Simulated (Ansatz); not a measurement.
Rows from a G0W0 calculation on ZrSe3 (P2_1/m) (Ansatz 0.2.0; G0W0 on r2SCAN, plane waves, PAW; 4×4×2 mesh, 444 empty bands, screening to 102 eV, hard PAW files), in eV. Spin-orbit coupling is left out.

```tsv
row	Σx	Σc	Vxc	Z
A	-9.85	-4.84	-14.99	0.75
B	-9.65	-4.36	-14.25	0.76
C	-11.18	-3.04	-14.61	0.77
D	-18.14	1.66	-16.28	0.77
E	-17.92	1.63	-16.04	0.76
F	-11.33	-3.23	-14.99	0.76
```

Question: Which rows are filled states and which are empty ones, and how can one tell?

Filled: D and E. Empty: A, B, C and F. The sign of Σc tells: for a filled state bare exchange, which holds its interaction with itself, lies below Vxc (Σx − Vxc is -1.9 eV or lower here) and screening gives part back as a positive Σc. For an empty state Σx lies above Vxc (+3.4 eV or more) and the Coulomb hole leaves Σc negative.

[Paths, hosts, dates, memory and timing lines, banners, echoed tables and standing remarks are left out of the program output.]

[Logs are printed without paths, hosts, clocks, repeated set-up lines and the standing remarks that a program may print on its own settings, such as how far it seeks lower states.]

[Runs of the session that timed out or met a known fault of the program may be left out.]

[Cells called generated may have been cut or substituted from an entry of the Crystallography Open Database or the Materials Project.]

[Hosts, paths, dates, database ids (printed as entryN), source tags and the programs' standing remarks are cut or masked in the printed files.]
